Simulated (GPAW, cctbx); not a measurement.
## Ba3Zn: what bonding does to one electron reflection, worked out

Ba3Zn, P-6m2 (no. 187), a = 4.5208 Å, b = 4.5208 Å, c = 11.9944 Å, α = 90.00°, β = 90.00°, γ = 120.00°.

```
atom  mult.    x    y       z
 Ba1      2  2/3  1/3  0.3157
 Ba2      1    0    0       0
 Zn1      1    0    0     1/2
```

The cell comes from substitution in a known structure type and wasn't matched to any measured phase.

A DFT run (GPAW, PBE, 450 eV, 6×6×2 k-points (along the axes of the calculation cell), Fermi–Dirac width 0.1 eV) gives the static X-ray structure factor of 004 as 64.652 e for the conventional cell; superposed free atoms give 64.784 e. **Problem.** Find the Fourier component V of the crystal potential and the two-beam extinction distance at 120 kV in both cases.

**1. Geometry**

The cell volume is Ω = 212.29 Å³ and d(004) = 2.9986 Å, so g = 1/d = 0.3335 Å⁻¹.

**2. The nuclei**

Electrons feel nuclei as well as electrons, so the nuclear charges are summed with the same phases.

Phase sums Σ exp(2πi h·x), turned so that the total is real and positive: Ba +0.841, Zn +1.000. Then F_Z = 56 × (+0.841) + 30 × (+1.000) = 77.09 e. The electron term has the same sign for this reflection.

**3. Mott–Bethe**

Poisson's equation, term by term, gives V = (e/4πε₀)(F_Z − F)/(πΩg²), with e/4πε₀ = 14.3996 V Å.

The prefactor is 14.3996 × 2.9986²/(π × 212.29) = 0.19413 V per electron. Free atoms: (77.09 − 64.784) × 0.19413 = 2.388 V. Crystal: (77.09 − 64.652) × 0.19413 = 2.414 V. F changes by -0.20 % and V by +1.1 %: the same 0.13 e is measured against F_Z − F = 12.3 e in place of F = 64.8 e.

**4. Extinction distance**

In the two-beam case ξ = 1/(λU) with U = 2γm₀eV/h², that is ξ = 150.41 V Å²/(γλV).

At 120 kV, λ = 0.03349 Å and γ = 1.2348. Free atoms: ξ = 1523 Å. Crystal: ξ = 1507 Å. The thickness fringes go as sin²(πt/ξ), so the two patterns slip by a quarter of a period when t|1/ξ₁ − 1/ξ₀| = 1/4, at t ≈ 3548 nm, thicker than usual samples. Thermal motion, absorption and many-beam coupling, left out here, change a real pattern.

**5. Answer**

V(004) is 2.41 V against 2.39 V, and ξ is 1507 against 1523 Å. Limits: static atoms, two beams.

[Outputs are excerpts: Python notices, other lines and further rows are left out; steps that failed or that the build refused (PBEsol, TPSS) are not shown.]

[Logs are printed without paths, hosts, clocks, repeated set-up lines and the standing remarks that a program may print on its own settings, such as how far it seeks lower states.]
